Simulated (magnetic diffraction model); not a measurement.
## Sr2CoWS6: what an assumed order does to the neutron pattern

Space group P-1 (no. 2), a = 6.4980 Å, b = 6.7363 Å, c = 11.2425 Å, α = 90.46°, β = 105.72°, γ = 118.31°.

```
site  atom       x       y       z
  2i     W  0.9997  0.7477  0.7577
  2i    Sr  0.2394  0.8739  0.1253
  2i    Sr  0.2464  0.3728  0.6263
  1f    Co     1/2       0     1/2
  1e    Co     1/2     1/2       0
  2i     S  0.2014  0.1160  0.3964
  2i     S  0.1915  0.6127  0.8894
  2i     S  0.7194  0.1510  0.3499
  2i     S  0.7127  0.6456  0.8519
  2i     S  0.7767  0.8944  0.1393
  2i     S  0.7616  0.3980  0.6310
```

This is a made-up structure (elements placed in a structure type, unrelaxed), so the numbers test the method and describe no known phase.

Only Co is taken to order (form factors of Co2+); orders and moment sizes are assumed, and not adapted to the symmetry. Radiation: neutrons of λ = 1.8 Å, 3° to 30°; isotropic B of 0.41 Å² (W), 0.46 Å² (Sr), 0.55 Å² (Co) and 0.68 Å² (S). The intensities are simulated: I ∝ L Σ (|F_N|² + |F_M⊥|²) for unpolarised neutrons, with F_M = 2.695 fm/μB × Σ f(s) S exp(2πi Q·r) exp(−B s²) at Q = H ± k (one set where k and −k are equivalent), only the part normal to Q counting and L = 1/(sin²θ cos θ). For collinear order S is the moment m, which repeats by lattice and centring translations R with the sign exp(−2πi k·R). Form factors are spin-only for 3d ions and dipole or tabulated for f ions, scattering lengths are Sears's of 1992, and absorption is left out. A label names one of the reflections at its angle. The strongest nuclear line in the range is 100, and lines under 0.2 are left out.

Assume the order k = (1/2 0 0), collinear moments along [111], 1.9 μB on Co; signs + at (1/2, 0, 1/2), − at (1/2, 1/2, 0).

Q: Where does magnetic intensity appear, and how strong is it?

```csv
2θ (°),index,nuclear,magnetic
9.67,(0 0 1),0.2,0.0
11.25,(1/2 0 -1),0.0,312.4
15.38,(1/2 -1 0),0.0,174.6
15.55,(1/2 0 1),0.0,45.5
17.69,(0 1 0),0.2,0.0
18.49,(1 0 -1),1.1,0.0
18.51,(1 -1 0),0.8,0.0
18.76,(0 1 -1),55.6,0.0
19.06,(1 0 0),100.0,0.0
19.41,(0 0 2),67.6,0.0
19.41,(-1 1 1),52.1,0.0
21.54,(0 1 1),3.4,0.0
22.33,(1 -1 1),11.0,0.0
22.60,(1 0 -2),13.0,0.0
23.96,(1/2 1 0),0.0,47.2
24.00,(1 0 1),2.4,0.0
24.13,(0 1 -2),0.8,0.0
24.75,(-1/2 1 2),0.0,10.5
24.95,(1/2 -1 2),0.0,44.4
25.19,(3/2 -1 0),0.0,59.6
26.98,(1/2 1 -2),0.0,50.5
27.31,(3/2 0 -1),0.0,49.0
27.80,(1/2 0 -3),0.0,16.1
27.91,(-3/2 1 2),0.0,36.4
28.45,(0 1 2),0.3,0.0
29.29,(0 0 3),3.1,0.0
29.59,(1 0 -3),0.6,0.0
```

The strongest magnetic line in the range is (1/2 0 -1) at 11.25° (312.4). On top of the Lorentz factor, which all lines share, magnetic lines fade with angle because f falls: for Co2+ it is 0.91, 0.71, 0.49 and 0.18 at sin θ/λ = 0.1, 0.2, 0.3 and 0.5 Å⁻¹, while nuclear lengths stay constant. The order has no net moment.

[Logs are printed without paths, hosts, clocks, repeated set-up lines and the standing remarks that a program may print on its own settings, such as how far it seeks lower states.]
